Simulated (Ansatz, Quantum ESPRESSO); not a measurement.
## ZnRe in the Bh ordering: electron–phonon coupling with Quantum ESPRESSO

Aim: mode couplings and λ of ZnRe in the Bh ordering by double-delta sums in Quantum ESPRESSO. The first relaxation steps of the session are not shown, so no cell shown is the starting entry, unless a step says so.

Calculated with Ansatz 0.2.0 and Quantum ESPRESSO 7.5; DFT PBEsol, scalar-relativistic, plane waves, PAW, in the first sound run; inputs show where later runs differ.

The structure was built from a prototype and need not be the compound's stable phase.

### 1. The cell after earlier relaxation steps

It takes space group P-6m2 (No. 187, hexagonal). The conventional cell has a = 2.715 Å, b = 2.715 Å, c = 4.411 Å, α = 90.00°, β = 90.00°, γ = 120.00°. Nearest to Re lie 6 Zn at 2.71 Å and 6 Re at 2.71 Å. Nearest to Zn lie 6 Re at 2.71 Å and 6 Zn at 2.71 Å. Farther neighbours are not listed.

### 2. Tight relaxation

Residual forces and stress shift phonon frequencies, so the cell is relaxed again, with tight thresholds and the mesh and smearing of this input. Earlier relaxation steps are not shown.

Input file input.yaml:

```yaml
crystal:
  lattice:
    - [2.7147080729, -2.8364e-06, 0.0]
    - [-1.35735158, 2.3510075731, 0.0]
    - [0.0, 0.0, 4.4113575999]
  atoms:
    - { symbol: Re, position: [0.3333333333, 0.6666666667, 0.25] }
    - { symbol: Zn, position: [0.6666666667, 0.3333333333, 0.75] }
kpoints:
  mp_grid: { grid: [12, 12, 8] }
hamiltonian:
  xc: pbesol
scf:
  occupations: { method: methfessel_paxton, width: 0.2 }
output:
  forces: true
  stress: true
  eigenvalues: true
relax:
  adjacent_minimum: "off"
  f_tol: 0.001
  max_steps: 60
  cell: { stress_tol: 0.01 }
```

On the command line:

```console
ansatz run input.yaml --threads 4 --pin off --max-ram 8192MiB --backend cpu --events-out ev --progress --plain --runs-dir out
```

Numbers of over 12 decimals in the logs are rounded to 6 here.

Output:

```text
[the first part of the log is left out]
  E_xc         = -538.208481
  E_vxc        = -358.218322  (∫ρ·V_xc dr)
  E_paw        = -10317.410725  (= ΣΔE_a)
  E_vpaw       = -533.985020  (= ΣTr[D̂ρ^β])
  E_aug_tail   = -0.000417  (compensation charges beyond the density's cutoff)
  E_ewald      = -3154.124444
  E_core_change = 1.030616  (= ΣΔE_core)
  E_smearing   = 0.001839  (= −TS)
  E_closure    = 0.000000  (closes the sum)
  Σ components = -14017.683567   (vs F -14017.683567, Δ=0.00e0)
--- Forces (eV/Å), atoms counted from 1 ---
  atom   1  Re    -0.00000000     0.00000000    -0.00000000
  atom   2  Zn    -0.00000000    -0.00000000     0.00000000
  max |Σ_I F_I| component: 9.25e-17 eV/Å
--- Stress (GPa, compression-positive) ---
       -0.000936       0.000000      -0.000000
        0.000000      -0.000936      -0.000000
       -0.000000      -0.000000       0.000377
  P = ⅓ Tr σ = -0.0005 GPa (-0.005 kbar)
--- Band table (eV; the first three rows and the last of 95) ---
  k-point 0: bands = ["-61.5260", "-23.5779", "-22.8053", "-22.8053", "7.8694", "10.4028", "11.1204", "11.1204", "11.5161", "11.5161", "13.3574", "16.9102", "17.1960", "17.1960", "20.3149", "20.3149", "23.6814", "32.5334"]
  k-point 1: bands = ["-61.5260", "-23.5788", "-22.8054", "-22.8054", "8.0266", "10.4127", "11.1171", "11.1171", "11.5152", "11.5152", "13.1844", "16.5196", "17.2103", "17.2103", "20.3044", "20.3044", "24.3532", "32.5235"]
  k-point 2: bands = ["-61.5260", "-23.5808", "-22.8054", "-22.8054", "8.4824", "10.4298", "11.1095", "11.1095", "11.5126", "11.5126", "12.6367", "15.8311", "17.2458", "17.2458", "20.2785", "20.2785", "25.8795", "32.5111"]
  k-point 94: bands = ["-61.4228", "-23.5440", "-23.5387", "-23.4031", "10.8426", "11.0274", "11.0810", "11.0835", "11.1107", "15.0439", "15.0644", "15.8851", "16.5665", "18.6712", "19.7594", "23.5262", "24.7970", "25.6189"]
--- Relaxed structure (3 steps of the walk, 3 accepted, 1 SCFs on fresh bases) ---
  F+E_penalty+E_count = -14017.68356676 eV   max|allowed force component| = 4.626e-17 eV/Å   (the final SCF, on the basis selected at the relaxed cell)
  cell:  # Å, volume = 28.1506 Å³
    - [2.714697, -2.8364203541787913e-6, 0.0]
    - [-1.357346, 2.350998, 0.0]
    - [0.0, 0.0, 4.410775]
  atoms:
    - { symbol: Re, position: [0.333333, 0.666667, 0.250000] }
    - { symbol: Zn, position: [0.666667, 0.333333, 0.750000] }
```

It took 5 s on 4 threads of Arm Neoverse V1, shared host; peak memory 0.4 GiB.

Little changed from the start: no atom moved by 0.005 Å and no cell edge by 0.1 %.

This step gave:

```yaml
pressure: -4.98e-4 GPa
volume_per_atom: 14.08 Å³
metallic_on_mesh: yes
gap_on_the_k_mesh: 0 eV
```

The largest force is now zero by symmetry and the largest stress component 9.4e-4 GPa.

### 3. Second program, ground state

ph.x needs a tightly converged ground state on the same k mesh; the cell is that of the step before.

This step: DFT PBEsol, scalar-relativistic, plane waves, GBRV ultrasoft pseudopotentials (Quantum ESPRESSO 7.5).

Input file pw.in:

```
&CONTROL
  calculation = 'scf'
  prefix      = 'x'
  outdir      = './tmp'
  pseudo_dir  = './pseudo'
  tprnfor     = .true.
  tstress     = .true.
/
&SYSTEM
  ibrav       = 0
  nat         = 2
  ntyp        = 2
  ecutwfc     = 52.0
  ecutrho     = 416.0
  occupations = 'smearing'
  smearing    = 'mv'
  degauss     = 0.01469973
  nbnd        = 28
/
&ELECTRONS
  conv_thr    = 1.0d-11
  mixing_beta = 0.5
/
ATOMIC_SPECIES
 Re    186.2070  Re.upf
 Zn     65.3800  Zn.upf
CELL_PARAMETERS angstrom
     2.714696861   -0.000002836    0.000000000
    -1.357345974    2.350997863    0.000000000
     0.000000000    0.000000000    4.410774793
ATOMIC_POSITIONS crystal
 Re     0.333333333   0.666666667   0.250000000
 Zn     0.666666667   0.333333333   0.750000000
K_POINTS automatic
 8 8 6 0 0 0
```

On the command line:

```console
OMP_NUM_THREADS=1 mpirun -n 4 pw.x -nk 4 -in pw.in > pw.x.log
```

Output:

```text
Program PWSCF v.7.5

     This program is part of the open-source Quantum ESPRESSO suite
     for quantum simulation of materials; please cite
         "P. Giannozzi et al., J. Phys.:Condens. Matter 21 395502 (2009);
         "P. Giannozzi et al., J. Phys.:Condens. Matter 29 465901 (2017);
         "P. Giannozzi et al., J. Chem. Phys. 152 154105 (2020);
     in publications or presentations arising from this work. More details at

     Message from routine setup:
     using ibrav=0 with symmetry is DISCOURAGED, use correct ibrav instead

     G-vector sticks info
     --------------------
     sticks:   dense  smooth     PW     G-vecs:    dense   smooth      PW
     Sum         745     379    121                27199     9621    1737

     Using Slab Decomposition

     bravais-lattice index     =            0
     lattice parameter (alat)  =       5.1300  a.u.
     unit-cell volume          =     189.9699 (a.u.)^3
     number of atoms/cell      =            2
     number of atomic types    =            2
     number of electrons       =        35.00
     number of Kohn-Sham states=           28
     kinetic-energy cutoff     =      52.0000  Ry
     charge density cutoff     =     416.0000  Ry
     scf convergence threshold =      1.0E-11
     mixing beta               =       0.5000
     number of iterations used =            8  plain     mixing
     Exchange-correlation= SLA  PW   PSX  PSC
                           (   1   4  10   8   0   0   0)

     celldm(1)=   5.130034  celldm(2)=   0.000000  celldm(3)=   0.000000
     celldm(4)=   0.000000  celldm(5)=   0.000000  celldm(6)=   0.000000

     crystal axes: (cart. coord. in units of alat)
               a(1) = (   1.000000  -0.000001   0.000000 )
               a(2) = (  -0.499999   0.866026   0.000000 )
               a(3) = (   0.000000   0.000000   1.624776 )

     reciprocal axes: (cart. coord. in units 2 pi/alat)
               b(1) = (  1.000001  0.577349 -0.000000 )
               b(2) = (  0.000001  1.154701 -0.000000 )
               b(3) = ( -0.000000 -0.000000  0.615469 )

     PseudoPot. # 1 for Re read from file:
     ./pseudo/Re.upf
     Pseudo is Ultrasoft + core correction, Zval = 15.0
     Using radial grid of  981 points,  8 beta functions with:
                l(1) =   0
                l(2) =   0
                l(3) =   1
                l(4) =   1
                l(5) =   2
                l(6) =   2
                l(7) =   3
                l(8) =   3
     Q(r) pseudized with  8 coefficients,  rinner =    1.150   1.150   1.150
                                                       1.150   1.150   1.150
                                                       1.150

     PseudoPot. # 2 for Zn read from file:
     ./pseudo/Zn.upf
     Pseudo is Ultrasoft, Zval = 20.0
     Using radial grid of  943 points,  6 beta functions with:
                l(1) =   0
                l(2) =   0
                l(3) =   1
                l(4) =   1
                l(5) =   2
                l(6) =   2
     Q(r) pseudized with  8 coefficients,  rinner =    1.100   1.100   1.100
                                                       1.100   1.100

     atomic species   valence    mass     pseudopotential
     Re               15.00   186.20700     Re( 1.00)
     Zn               20.00    65.38000     Zn( 1.00)

      6 Sym. Ops. (no inversion) found ( 3 have fractional translation)

   Cartesian axes

     site n.     atom                  positions (alat units)
         1        Re     tau(   1) = (   0.0000006   0.5773503   0.4061940  )
         2        Zn     tau(   2) = (   0.5000003   0.2886746   1.2185821  )

     number of k points=    48  Marzari-Vanderbilt smearing, width (Ry)=  0.0147
                       cart. coord. in units 2pi/alat
        k(    1) = (   0.0000000   0.0000000   0.0000000), wk =   0.0052083
        k(    2) = (   0.0000000   0.0000000   0.1025782), wk =   0.0104167
        k(    3) = (   0.0000000   0.0000000   0.2051565), wk =   0.0104167
        k(    4) = (   0.0000000   0.0000000  -0.3077347), wk =   0.0052083
        k(    5) = (   0.0000002   0.1443376   0.0000000), wk =   0.0312500
        k(    6) = (   0.0000002   0.1443376   0.1025782), wk =   0.0625000
        k(    7) = (   0.0000002   0.1443376   0.2051565), wk =   0.0625000
        k(    8) = (   0.0000002   0.1443376  -0.3077347), wk =   0.0312500
        k(    9) = (   0.0000003   0.2886751   0.0000000), wk =   0.0312500
        k(   10) = (   0.0000003   0.2886751   0.1025782), wk =   0.0625000
        k(   11) = (   0.0000003   0.2886751   0.2051565), wk =   0.0625000
        k(   12) = (   0.0000003   0.2886751  -0.3077347), wk =   0.0312500
        k(   13) = (   0.0000005   0.4330127   0.0000000), wk =   0.0312500
        k(   14) = (   0.0000005   0.4330127   0.1025782), wk =   0.0625000
        k(   15) = (   0.0000005   0.4330127   0.2051565), wk =   0.0625000
        k(   16) = (   0.0000005   0.4330127  -0.3077347), wk =   0.0312500
[...]
k(   41) = (   0.2500005   0.4330124   0.0000000), wk =   0.0312500
        k(   42) = (   0.2500005   0.4330124   0.1025782), wk =   0.0625000
        k(   43) = (   0.2500005   0.4330124   0.2051565), wk =   0.0625000
        k(   44) = (   0.2500005   0.4330124  -0.3077347), wk =   0.0312500
        k(   45) = (   0.2500006   0.5773500   0.0000000), wk =   0.0312500
        k(   46) = (   0.2500006   0.5773500   0.1025782), wk =   0.0625000
        k(   47) = (   0.2500006   0.5773500   0.2051565), wk =   0.0625000
        k(   48) = (   0.2500006   0.5773500  -0.3077347), wk =   0.0312500

     Dense  grid:    27199 G-vectors     FFT dimensions: (  36,  36,  60)

     Smooth grid:     9621 G-vectors     FFT dimensions: (  24,  24,  40)

     Initial potential from superposition of free atoms

     starting charge      34.4998, renormalised to      35.0000

     negative rho (up, down):  1.355E-01 0.000E+00
     Starting wfcs are   26 randomized atomic wfcs +    2 random wfcs

     per-process dynamical memory:    35.6 Mb

     Self-consistent Calculation

     iteration #  1     ecut=    52.00 Ry     beta= 0.50
     Davidson diagonalization with overlap
     ethr =  1.00E-02,  avg # of iterations =  4.9

     negative rho (up, down):  1.265E-01 0.000E+00

     total energy              =    -646.74357216 Ry
     estimated scf accuracy    <       7.63415613 Ry

     iteration #  2     ecut=    52.00 Ry     beta= 0.50
     Davidson diagonalization with overlap
     ethr =  1.00E-02,  avg # of iterations =  2.4

     negative rho (up, down):  1.359E-01 0.000E+00

[...]
-105.8940 -60.2079 -60.2079 -60.1758 -60.1306 -22.0841 -21.3646 -21.3646
     9.4009  11.9518  12.6945  12.6945  13.0843  13.0843  14.8754  18.4502
    18.6864  18.6864  21.8434  21.8434  25.2228  34.0252  37.5030  37.5030
    37.6002  39.7388  40.0668  40.0668

          k = 0.0000 0.0000 0.1026 (  1201 PWs)   bands (ev):

  -105.8940 -60.2081 -60.2081 -60.1816 -60.1249 -22.0857 -21.3646 -21.3646
     9.6784  11.9669  12.6888  12.6888  13.0826  13.0826  14.5650  17.8262
    18.7111  18.7111  21.8256  21.8256  26.3481  34.0107  36.5405  37.3718
    37.3718  39.6809  39.6809  40.6999

          k = 0.0000 0.0000 0.2052 (  1201 PWs)   bands (ev):

  -105.8940 -60.2081 -60.2081 -60.1906 -60.1160 -22.0889 -21.3646 -21.3646
    10.4551  11.9614  12.6786  12.6786  13.0780  13.0780  13.6337  17.0315
    18.7624  18.7624  21.7882  21.7882  28.5208  33.9923  35.4404  36.9249
    36.9249  39.7706  40.3962  40.3962

          k = 0.0000 0.0000-0.3077 (  1196 PWs)   bands (ev):

  -105.8940 -60.2081 -60.2081 -60.1943 -60.1122 -22.0904 -21.3646 -21.3646
    11.2913  11.7211  12.6740  12.6740  12.9063  13.0752  13.0752  16.7773
    18.7890  18.7890  21.7685  21.7685  29.7481  33.9204  35.1431  36.6943
    36.6943  38.5484  41.9274  41.9274

          k = 0.0000 0.1443 0.0000 (  1192 PWs)   bands (ev):

  -105.8937 -60.2117 -60.2089 -60.1755 -60.1169 -22.0616 -21.5248 -21.4016
     9.9207  12.1241  12.6373  12.7921  12.9633  13.0551  15.3312  17.8424
    18.1992  19.2798  21.6794  22.6382  25.2511  33.2425  35.2712  35.5087
    37.9362  38.5760  38.9117  42.8833

          k = 0.0000 0.1443 0.1026 (  1190 PWs)   bands (ev):

  -105.8937 -60.2116 -60.2089 -60.1796 -60.1130 -22.0630 -21.5248 -21.4016
[...]
36.6134  38.6555  40.6483  41.1199

          k = 0.0000 0.1443 0.2052 (  1192 PWs)   bands (ev):

[...]
35.8873  38.4814  40.0615  40.8045

          k = 0.0000 0.1443-0.3077 (  1198 PWs)   bands (ev):

[...]
36.0887  37.1699  40.3950  41.1890

          k = 0.0000 0.2887 0.0000 (  1204 PWs)   bands (ev):

[...]
36.6164  39.3908  39.7878  43.0672

          k = 0.0000 0.2887 0.1026 (  1206 PWs)   bands (ev):

[...]
36.6003  39.2341  40.4383  41.2930

          k = 0.0000 0.2887 0.2052 (  1194 PWs)   bands (ev):

[...]
35.7895  38.0177  39.9780  39.9949

          k = 0.0000 0.2887-0.3077 (  1190 PWs)   bands (ev):

[...]
35.8067  36.1547  38.9272  40.0719

          k = 0.0000 0.4330 0.0000 (  1208 PWs)   bands (ev):

[...]
35.4784  36.4982  37.4202  41.0030

          k = 0.0000 0.4330 0.1026 (  1209 PWs)   bands (ev):

[...]
34.7836  36.7529  38.9286  39.9016

          k = 0.0000 0.4330 0.2052 (  1209 PWs)   bands (ev):

[...]
33.8840  37.6292  37.8133  39.9660

          k = 0.0000 0.4330-0.3077 (  1204 PWs)   bands (ev):

[...]
34.3054  36.4211  37.2740  40.5428

          k =-0.0000-0.5774 0.0000 (  1216 PWs)   bands (ev):

[...]
k =-0.0000-0.5774 0.1026 (  1210 PWs)   bands (ev):

[...]
k =-0.0000-0.5774 0.2052 (  1208 PWs)   bands (ev):

[...]
k =-0.0000-0.5774-0.3077 (  1200 PWs)   bands (ev):

[...]
k = 0.1250 0.2165 0.0000 (  1200 PWs)   bands (ev):

[...]
k = 0.1250 0.2165 0.1026 (  1201 PWs)   bands (ev):

[...]
k = 0.1250 0.2165 0.2052 (  1195 PWs)   bands (ev):

[...]
k = 0.1250 0.2165-0.3077 (  1188 PWs)   bands (ev):

[...]
k = 0.1250 0.3608 0.0000 (  1211 PWs)   bands (ev):

[...]
k = 0.1250 0.3608-0.3077 (  1196 PWs)   bands (ev):

[...]
k = 0.1250 0.5052 0.1026 (  1205 PWs)   bands (ev):

[...]
k = 0.1250 0.5052 0.2052 (  1206 PWs)   bands (ev):

[...]
k = 0.1250 0.5052-0.3077 (  1210 PWs)   bands (ev):

[...]
k = 0.1250-0.5052 0.0000 (  1206 PWs)   bands (ev):

[...]
k = 0.1250-0.5052 0.1026 (  1205 PWs)   bands (ev):

[...]
k = 0.1250-0.5052 0.2052 (  1206 PWs)   bands (ev):

[...]
k = 0.1250-0.5052-0.3077 (  1210 PWs)   bands (ev):

[...]
k = 0.1250-0.3608 0.0000 (  1211 PWs)   bands (ev):

[...]
k = 0.1250-0.3608 0.1026 (  1201 PWs)   bands (ev):

[...]
k = 0.1250-0.3608 0.2052 (  1203 PWs)   bands (ev):

[...]
k = 0.1250-0.3608-0.3077 (  1196 PWs)   bands (ev):

[...]
k = 0.2500 0.4330 0.0000 (  1208 PWs)   bands (ev):

[...]
33.9779  35.8708  38.1661  43.9624

          k = 0.2500 0.4330 0.1026 (  1210 PWs)   bands (ev):

[...]
33.7820  36.9665  38.6421  42.1961

          k = 0.2500 0.4330 0.2052 (  1211 PWs)   bands (ev):

[...]
34.1171  37.7158  39.4534  42.0054

          k = 0.2500 0.4330-0.3077 (  1206 PWs)   bands (ev):

[...]
35.0943  37.2452  39.8385  42.6020

          k = 0.2500 0.5774 0.0000 (  1198 PWs)   bands (ev):

[...]
32.9063  34.9112  36.0204  44.2226

          k = 0.2500 0.5774 0.1026 (  1203 PWs)   bands (ev):

[...]
12.2934  12.4312  12.6381  12.7344  12.8471  16.3571  16.6085  17.7160
    18.1491  18.5462  22.8553  24.1530  24.9748  28.3001  30.3625  32.4341
    34.3840  34.8537  37.2672  43.3130

          k = 0.2500 0.5774 0.2052 (  1208 PWs)   bands (ev):

  -105.8918 -60.2269 -60.2209 -60.1733 -60.0296 -22.2219 -21.9447 -21.9133
    12.3000  12.4842  12.6176  12.6767  12.8796  16.1038  16.6528  17.4897
    18.5250  19.0415  22.5332  24.0742  25.9275  27.5806  28.4695  31.0969
    35.7802  37.0989  39.4351  41.6554

          k = 0.2500 0.5774-0.3077 (  1208 PWs)   bands (ev):

  -105.8918 -60.2267 -60.2208 -60.1733 -60.0299 -22.2217 -21.9446 -21.9138
    12.3281  12.4461  12.6209  12.6846  12.8885  15.9997  16.6741  17.3047
    18.6070  20.1516  21.0125  25.0114  26.8236  27.0904  27.5170  30.1776
    36.2550  38.3365  40.2266  41.9027

     the Fermi energy is    20.0499 ev

!    total energy              =    -651.58380652 Ry
     estimated scf accuracy    <          2.4E-12 Ry
     smearing contrib. (-TS)   =      -0.00024996 Ry
     internal energy E=F+TS    =    -651.58355655 Ry

     The total energy is F=E-TS. E is the sum of the following terms:
     one-electron contribution =    -373.85791254 Ry
     hartree contribution      =     206.97935292 Ry
     xc contribution           =     -93.94856884 Ry
     ewald contribution        =    -390.75642810 Ry

     convergence has been achieved in  13 iterations

     negative rho (up, down):  1.404E-01 0.000E+00

     Forces acting on atoms (cartesian axes, Ry/au):

     atom    1 type  1   force =     0.00000000    0.00000000    0.00000000
     atom    2 type  2   force =     0.00000000    0.00000000    0.00000000

     Total force =     0.000000     Total SCF correction =     0.000000

     Computing stress (Cartesian axis) and pressure

     negative rho (up, down):  1.404E-01 0.000E+00
          total   stress  (Ry/bohr**3)                   (kbar)     P=       -0.25
   0.00000751  -0.00000000   0.00000000            1.11       -0.00        0.00
  -0.00000000   0.00000751   0.00000000           -0.00        1.11        0.00
   0.00000000   0.00000000  -0.00002009            0.00        0.00       -2.96

     Writing all to output data dir ./tmp/x.save/ :
     XML data file, charge density, pseudopotentials, collected wavefunctions

   JOB DONE.
```

Elapsed: 13 s, on 4 MPI ranks.

Numbers from this step:

```yaml
pressure: -0.02467 GPa
```

With these potentials, mesh and smearing the cell is at -0.025 GPa.

[end of part 1 of 3]

[Logs are printed without paths, hosts, clocks, repeated set-up lines and the standing remarks that a program may print on its own settings, such as how far it seeks lower states.]

[Hosts, paths, dates, database ids (printed as entryN), source tags and the programs' standing remarks are cut or masked in the printed files.]
